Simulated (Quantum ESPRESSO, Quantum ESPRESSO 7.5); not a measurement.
# Zr2CO2 MXene, 1 layer: a series in the share of short-range exact exchange

What law, if any, do the results for Zr2CO2 MXene, 1 layer follow against the share of short-range exact exchange?

Method: plane-wave DFT, PBE, SG15 norm-conserving pseudopotentials (geometry by pw.x at PBE, GBRV ultrasoft), in Quantum ESPRESSO 7.5.

## (1) The starting structure

The cell holds 5 atoms: 2 O, 2 Zr and 1 C. Cell: a = 3.289 Å, b = 3.289 Å, c = 19.953 Å, α = 90.0°, β = 90.0°, γ = 120.0°. It derives from Zr2CO2. Vacuum lies along c.

Set-up: Cell and atoms are relaxed under PBE (GBRV files) and held. Screened hybrids with norm-conserving files, screening 0.106 per bohr, fixed occupations, a 9×9×1 mesh with exchange on 3×3×1 q points. Levels count from the potential in the middle of the vacuum.

Members 0.15, 0.2 and 0.25 took the same steps and show in the table alone.

## (2) Variable-cell relaxation of the reference

What the set-up leaves free in this member is relaxed.

ref.relax.in reads:

```
&control
  prefix = 'ref.relax'
  outdir = './out'
  pseudo_dir = './pseudo'
  nstep = 80
  forc_conv_thr = 0.0004
  calculation = 'vc-relax'
  etot_conv_thr = 1e-06
/
&system
  ibrav = 0
  nat = 5
  ntyp = 3
  ecutwfc = 50
  ecutrho = 250
  occupations = 'smearing'
  smearing = 'fd'
  degauss = 0.004
/
&electrons
  conv_thr = 1e-09
  mixing_beta = 0.4
  electron_maxstep = 120
  mixing_mode = 'plain'
/
&ions
/
&cell
  cell_dofree = '2Dxy'
  press_conv_thr = 0.3
/
ATOMIC_SPECIES
  O   15.9990  o_pbe_v1.2.uspp.F.UPF
  Zr  91.2240  zr_pbe_v1.uspp.F.UPF
  C   12.0110  c_pbe_v1.2.uspp.F.UPF
CELL_PARAMETERS angstrom
  3.28900000000000 0.00000000000000 0.00000000000000
  -1.64450000000000 2.84835755304702 0.00000000000000
  0.00000000000000 0.00000000000000 19.95294679561928
ATOMIC_POSITIONS crystal
  O   0.333333333300 0.666666666700 0.375884328106
  Zr  0.666666666700 0.333333333300 0.434959392856
  C   0.000000000000 0.000000000000 0.500000000000
  Zr  0.333333333300 0.666666666700 0.565040607144
  O   0.666666666700 0.333333333300 0.624115671894
K_POINTS automatic
  12 12 1 0 0 0
```

Launch:

```bash
OMP_NUM_THREADS=1 mpirun -n 4 pw.x -nk 4 -in ref.relax.in > ref.relax.out
```

Log:

```text
Program PWSCF v.7.5 starts
[citation notice left out]

     Parallel version (MPI & OpenMP), running on       4 processor cores
     Number of MPI processes:                 4
     Threads/MPI process:                     1

     MPI processes distributed on     1 nodes
[...]
Current dimensions of program PWSCF are:
     Max number of different atomic species (ntypx) = 10
     Max number of k-points (npk) =  40000
     Max angular momentum in pseudopotentials (lmaxx) =  4
     Message from routine setup:
     using ibrav=0 with symmetry is DISCOURAGED, use correct ibrav instead

     K-points division:     npool     =       4
     Subspace diagonalization in iterative solution of the eigenvalue problem:
     a serial algorithm will be used

     G-vector sticks info
     --------------------
     sticks:   dense  smooth     PW     G-vecs:    dense   smooth      PW
     Sum         673     517    163                84285    60025    9987

     Using Slab Decomposition

     bravais-lattice index     =            0
     lattice parameter (alat)  =       6.2153  a.u.
     unit-cell volume          =    1261.4267 (a.u.)^3
     number of atoms/cell      =            5
     number of atomic types    =            3
     number of electrons       =        40.00
     number of Kohn-Sham states=           24
     kinetic-energy cutoff     =      50.0000  Ry
     charge density cutoff     =     250.0000  Ry
     scf convergence threshold =      1.0E-09
     mixing beta               =       0.4000
     number of iterations used =            8  plain     mixing
     energy convergence thresh.=      1.0E-06
     force convergence thresh. =      4.0E-04
     press convergence thresh. =      3.0E-01
     Exchange-correlation= SLA  PW   PBE  PBE
                           (   1   4   3   4   0   0   0)
     nstep                     =           80

     celldm(1)=   6.215309  celldm(2)=   0.000000  celldm(3)=   0.000000
     celldm(4)=   0.000000  celldm(5)=   0.000000  celldm(6)=   0.000000

     crystal axes: (cart. coord. in units of alat)
               a(1) = (   1.000000   0.000000   0.000000 )
               a(2) = (  -0.500000   0.866025   0.000000 )
               a(3) = (   0.000000   0.000000   6.066569 )

     reciprocal axes: (cart. coord. in units 2 pi/alat)
               b(1) = (  1.000000  0.577350 -0.000000 )
               b(2) = (  0.000000  1.154701  0.000000 )
               b(3) = (  0.000000 -0.000000  0.164838 )

     PseudoPot. # 1 for O  read from file:
     ./pseudo/o_pbe_v1.2.uspp.F.UPF
     Pseudo is Ultrasoft + core correction, Zval =  6.0
     Generated by new atomic code, or converted to UPF format
     Using radial grid of  737 points,  5 beta functions with:
                l(1) =   0
                l(2) =   0
                l(3) =   1
                l(4) =   1
                l(5) =   2
     Q(r) pseudized with  8 coefficients,  rinner =    0.900   0.900   0.900
                                                       0.900   0.900

     PseudoPot. # 2 for Zr read from file:
     ./pseudo/zr_pbe_v1.uspp.F.UPF
     Pseudo is Ultrasoft + core correction, Zval = 12.0
     Generated by new atomic code, or converted to UPF format
     Using radial grid of  887 points,  6 beta functions with:
                l(1) =   0
                l(2) =   0
                l(3) =   1
                l(4) =   1
                l(5) =   2
                l(6) =   2
     Q(r) pseudized with  6 coefficients,  rinner =    1.200   1.200   1.200
                                                       1.200   1.200

     PseudoPot. # 3 for C  read from file:
     ./pseudo/c_pbe_v1.2.uspp.F.UPF
     Pseudo is Ultrasoft + core correction, Zval =  4.0
     Generated by new atomic code, or converted to UPF format
     Using radial grid of  721 points,  4 beta functions with:
                l(1) =   0
                l(2) =   0
                l(3) =   1
                l(4) =   1
     Q(r) pseudized with  8 coefficients,  rinner =    1.100   1.100   1.100

     atomic species   valence    mass     pseudopotential
     O                 6.00    15.99900     O ( 1.00)
     Zr               12.00    91.22400     Zr( 1.00)
     C                 4.00    12.01100     C ( 1.00)

     12 Sym. Ops., with inversion, found

   Cartesian axes

     site n.     atom                  positions (alat units)
         1        O      tau(   1) = (  -0.0000000   0.5773503   2.2803284  )
         2        Zr     tau(   2) = (   0.5000000   0.2886751   2.6387113  )
         3        C      tau(   3) = (   0.0000000   0.0000000   3.0332847  )
         4        Zr     tau(   4) = (  -0.0000000   0.5773503   3.4278581  )
         5        O      tau(   5) = (   0.5000000   0.2886751   3.7862410  )

     number of k points=    19  Fermi-Dirac smearing, width (Ry)=  0.0040
                       cart. coord. in units 2pi/alat
        k(    1) = (   0.0000000   0.0000000   0.0000000), wk =   0.0138889
        k(    2) = (   0.0000000   0.0962250   0.0000000), wk =   0.0833333
        k(    3) = (   0.0000000   0.1924501   0.0000000), wk =   0.0833333
        k(    4) = (   0.0000000   0.2886751   0.0000000), wk =   0.0833333
        k(    5) = (   0.0000000   0.3849002   0.0000000), wk =   0.0833333
        k(    6) = (   0.0000000   0.4811252   0.0000000), wk =   0.0833333
        k(    7) = (   0.0000000  -0.5773503   0.0000000), wk =   0.0416667
        k(    8) = (   0.0833333   0.1443376   0.0000000), wk =   0.0833333
        k(    9) = (   0.0833333   0.2405626   0.0000000), wk =   0.1666667
        k(   10) = (   0.0833333   0.3367877   0.0000000), wk =   0.1666667
[...]
k(   19) = (   0.3333333   0.5773503   0.0000000), wk =   0.0277778

     Dense  grid:    84285 G-vectors     FFT dimensions: (  32,  32, 192)

     Smooth grid:    60025 G-vectors     FFT dimensions: (  27,  27, 180)

     Estimated max dynamical RAM per process >     150.82 MB

     Estimated total dynamical RAM >     541.56 MB

     Check: negative core charge=   -0.000002

     Initial potential from superposition of free atoms

     starting charge      39.9957, renormalised to      40.0000

     negative rho (up, down):  1.208E-01 0.000E+00
     Starting wfcs are   38 randomized atomic wfcs

     total cpu time spent up to now is        4.8 secs

     per-process dynamical memory:    83.0 Mb

     Self-consistent Calculation

     iteration #  1     ecut=    50.00 Ry     beta= 0.40
     Davidson diagonalization with overlap
     ethr =  1.00E-02,  avg # of iterations =  2.0

[...]
negative rho (up, down):  1.279E-01 0.000E+00

[...]
End of self-consistent calculation

          k = 0.0000 0.0000 0.0000 (  7399 PWs)   bands (ev):

   -48.0465 -48.0080 -26.4096 -26.0730 -25.8010 -25.8010 -25.7716 -25.7716
   -17.3595 -17.2770  -8.8412  -4.4027  -4.1410  -4.1410  -3.8231  -3.8231
    -3.3632  -0.4073   0.7706   0.7706   2.6080   2.6080   3.0376   4.0121

          k =-0.0000 0.0957 0.0000 (  7448 PWs)   bands (ev):

   -48.0407 -48.0033 -26.3918 -26.0847 -25.8476 -25.8336 -25.8147 -25.7800
   -17.3151 -17.2444  -8.8482  -4.3737  -4.1056  -4.0738  -3.8654  -3.7742
    -3.2565  -0.2844   0.2335   0.5140   2.6060   2.9279   3.1336   4.0487

          k =-0.0000 0.1914 0.0000 (  7474 PWs)   bands (ev):

   -48.0247 -47.9906 -26.3421 -26.1582 -26.0106 -25.9165 -25.8504 -25.8042
   -17.2073 -17.1645  -8.8345  -4.3828  -3.9881  -3.8972  -3.8100  -3.6483
    -3.0299  -0.7497  -0.1246   0.0844   2.2967   3.4547   3.5669   4.2907

          k =-0.0000 0.2871 0.0000 (  7504 PWs)   bands (ev):

   -48.0023 -47.9735 -26.3321 -26.2730 -26.2279 -25.9412 -25.8970 -25.8388
   -17.0896 -17.0758  -8.7360  -4.4423  -3.8722  -3.6823  -3.5049  -3.4957
    -2.9515  -1.4624  -0.2874  -0.2175   2.0694   3.8445   3.9407   4.6354

          k =-0.0000 0.3829 0.0000 (  7536 PWs)   bands (ev):

   -47.9793 -47.9570 -26.5268 -26.4396 -26.1883 -25.9436 -25.9421 -25.8741
   -17.0138 -16.9990  -8.5325  -4.4685  -3.9965  -3.5253  -3.3546  -3.1634
    -2.9718  -1.6927  -0.5537  -0.3185   1.9089   4.0413   4.2750   4.7586

          k =-0.0000 0.4786 0.0000 (  7524 PWs)   bands (ev):

   -47.9615 -47.9456 -26.6702 -26.5834 -26.1204 -25.9743 -25.9492 -25.9002
   -16.9818 -16.9508  -8.2941  -4.6657  -4.1759  -3.4653  -3.2481  -2.9093
    -2.7568  -1.8936  -0.5980  -0.2851   1.7835   3.9694   4.7715   4.7744

[...]
the Fermi energy is     1.2247 ev

!    total energy              =    -274.92384780 Ry
     estimated scf accuracy    <          4.3E-12 Ry
     smearing contrib. (-TS)   =      -0.00000056 Ry
     internal energy E=F+TS    =    -274.92384724 Ry

     The total energy is F=E-TS. E is the sum of the following terms:
     one-electron contribution =   -1872.98489387 Ry
     hartree contribution      =     940.87591110 Ry
     xc contribution           =     -53.88941394 Ry
     ewald contribution        =     711.07454947 Ry

     convergence has been achieved in   8 iterations

     negative rho (up, down):  1.279E-01 0.000E+00

     Forces acting on atoms (cartesian axes, Ry/au):

     atom    1 type  1   force =    -0.00000000    0.00000000    0.00005714
     atom    2 type  2   force =    -0.00000000   -0.00000000    0.00010185
     atom    3 type  3   force =     0.00000000    0.00000000    0.00000000
     atom    4 type  2   force =     0.00000000    0.00000000   -0.00010185
     atom    5 type  1   force =     0.00000000   -0.00000000   -0.00005714

     Total force =     0.000165     Total SCF correction =     0.000010

     Computing stress (Cartesian axis) and pressure

     negative rho (up, down):  1.279E-01 0.000E+00
          total   stress  (Ry/bohr**3)                   (kbar)     P=       -0.34
  -0.00000151   0.00000000   0.00000000           -0.22        0.00        0.00
   0.00000000  -0.00000151   0.00000000            0.00       -0.22        0.00
   0.00000000   0.00000000  -0.00000398            0.00        0.00       -0.59

     Energy error            =      3.5E-07 Ry
     Gradient error          =      1.0E-04 Ry/Bohr
     Cell gradient error     =      2.2E-01 kbar

     bfgs converged in   9 scf cycles and   8 bfgs steps
     (criteria: energy <  1.0E-06 Ry, force <  4.0E-04 Ry/Bohr, cell <  3.0E-01 kbar)

     End of BFGS Geometry Optimization

     Final enthalpy           =    -274.9238477975 Ry

     File ./out/ref.relax.bfgs deleted, as requested
Begin final coordinates
     new unit-cell volume =   1274.91957 a.u.^3 (   188.92359 Ang^3 )
     density =      1.99044 g/cm^3

CELL_PARAMETERS (angstrom)
   3.306543608   0.000000000   0.000000000
  -1.653271804   2.863550763   0.000000000
   0.000000000   0.000000000  19.952946796

ATOMIC_POSITIONS (crystal)
O                0.3333333333        0.6666666667        0.3838315411
Zr               0.6666666667        0.3333333333        0.4299294572
C                0.0000000000        0.0000000000        0.5000000000
Zr               0.3333333333        0.6666666667        0.5700705428
O                0.6666666667        0.3333333333        0.6161684589
End final coordinates

[...]
Final scf calculation at the relaxed structure.
     The G-vectors are recalculated for the final unit cell
     Results may differ from those at the preceding step.

     G-vector sticks info
     --------------------
     sticks:   dense  smooth     PW     G-vecs:    dense   smooth      PW
     Sum         673     547    163                85161    60847   10083

     Using Slab Decomposition

     bravais-lattice index     =            0
     lattice parameter (alat)  =       6.2153  a.u.
     unit-cell volume          =    1274.9196 (a.u.)^3
     number of atoms/cell      =            5
     number of atomic types    =            3
     number of electrons       =        40.00
     number of Kohn-Sham states=           24
     kinetic-energy cutoff     =      50.0000  Ry
     charge density cutoff     =     250.0000  Ry
     scf convergence threshold =      1.0E-11
     mixing beta               =       0.4000
     number of iterations used =            8  plain     mixing
     press convergence thresh. =      3.0E-01
     Exchange-correlation= SLA  PW   PBE  PBE
                           (   1   4   3   4   0   0   0)

     celldm(1)=   6.215309  celldm(2)=   0.000000  celldm(3)=   0.000000
     celldm(4)=   0.000000  celldm(5)=   0.000000  celldm(6)=   0.000000

     crystal axes: (cart. coord. in units of alat)
               a(1) = (   1.005334   0.000000   0.000000 )
               a(2) = (  -0.502667   0.870645   0.000000 )
               a(3) = (   0.000000   0.000000   6.066569 )

     reciprocal axes: (cart. coord. in units 2 pi/alat)
               b(1) = (  0.994694  0.574287 -0.000000 )
               b(2) = ( -0.000000  1.148574  0.000000 )
               b(3) = (  0.000000 -0.000000  0.164838 )

     PseudoPot. # 1 for O  read from file:
     ./pseudo/o_pbe_v1.2.uspp.F.UPF
     Pseudo is Ultrasoft + core correction, Zval =  6.0
     Generated by new atomic code, or converted to UPF format
     Using radial grid of  737 points,  5 beta functions with:
                l(1) =   0
                l(2) =   0
                l(3) =   1
                l(4) =   1
                l(5) =   2
     Q(r) pseudized with  8 coefficients,  rinner =    0.900   0.900   0.900
                                                       0.900   0.900

     PseudoPot. # 2 for Zr read from file:
     ./pseudo/zr_pbe_v1.uspp.F.UPF
     Pseudo is Ultrasoft + core correction, Zval = 12.0
     Generated by new atomic code, or converted to UPF format
     Using radial grid of  887 points,  6 beta functions with:
                l(1) =   0
                l(2) =   0
                l(3) =   1
                l(4) =   1
                l(5) =   2
                l(6) =   2
     Q(r) pseudized with  6 coefficients,  rinner =    1.200   1.200   1.200
                                                       1.200   1.200

     PseudoPot. # 3 for C  read from file:
     ./pseudo/c_pbe_v1.2.uspp.F.UPF
     Pseudo is Ultrasoft + core correction, Zval =  4.0
     Generated by new atomic code, or converted to UPF format
     Using radial grid of  721 points,  4 beta functions with:
                l(1) =   0
                l(2) =   0
                l(3) =   1
                l(4) =   1
     Q(r) pseudized with  8 coefficients,  rinner =    1.100   1.100   1.100

     atomic species   valence    mass     pseudopotential
     O                 6.00    15.99900     O ( 1.00)
     Zr
```

Elapsed: 5.3 min, on 4 MPI ranks of Intel Xeon Platinum 8259CL at 2.50GHz (Skylake/Cascade Lake), shared host; peak memory 0.82 GiB.

The steps of the relaxation:

| step | energy less that of the first step (eV) | largest force (eV/Å) | volume (Å³) |
| --- | --- | --- | --- |
| 1 | 0.0000 | 4.9791 | 186.92 |
| 2 | -0.8707 | 1.1106 | 186.18 |
| 3 | -0.9383 | 0.3325 | 185.96 |
| 4 | -0.9471 | 0.2693 | 186.38 |
| 5 | -0.9562 | 0.2326 | 186.88 |
| 6 | -0.9665 | 0.1596 | 187.60 |
| 7 | -0.9742 | 0.0443 | 188.63 |
| 8 | -0.9748 | 0.0030 | 188.95 |
| 9 | -0.9748 | 0.0026 | 188.92 |
| 10 | -0.9754 | 0.0025 | 188.92 |

| cell as run | before | after | change |
| --- | --- | --- | --- |
| a (Å) | 3.289 | 3.307 | +0.5 % |
| b (Å) | 3.289 | 3.307 | +0.5 % |

The atoms that moved most (Å, along periodic axes as changes of fractional coordinates times the final cell, across vacuum about the mean position):

| atom | dx | dy | dz | length |
| --- | --- | --- | --- | --- |
| O1 | 0.000 | 0.000 | 0.159 | 0.159 |
| O5 | 0.000 | 0.000 | -0.159 | 0.159 |
| Zr4 | 0.000 | 0.000 | 0.100 | 0.100 |
| Zr2 | 0.000 | 0.000 | -0.100 | 0.100 |

Final coordinates:

```xyz
5
Lattice="3.3065 0.0000 0.0000 -1.6533 2.8636 0.0000 0.0000 0.0000 19.9529" Properties=species:S:1:pos:R:3
O     0.0000    1.9090    7.6586
Zr    1.6533    0.9545    8.5784
C     0.0000    0.0000    9.9765
Zr    0.0000    1.9090   11.3746
O     1.6533    0.9545   12.2944
```

 The last row is no step: it is a fresh SCF in the final cell with a new plane-wave basis, -1 meV from the row before.

Read from the output:

* free energy: -3740.5301 eV
* Fermi energy: 1.225 eV

(Part 1 of 3 ends here.)

[Logs are printed without paths, hosts, clocks, repeated set-up lines and the standing remarks that a program may print on its own settings, such as how far it seeks lower states.]

[Hosts, paths, dates, database ids (printed as entryN), source tags and the programs' standing remarks are cut or masked in the printed files.]

[Maps of the electrostatic potential energy from Ansatz leave out the sawtooth potential of an applied field or a dipole correction, so their vacuum need not be flat; planar profiles and work functions include it.]
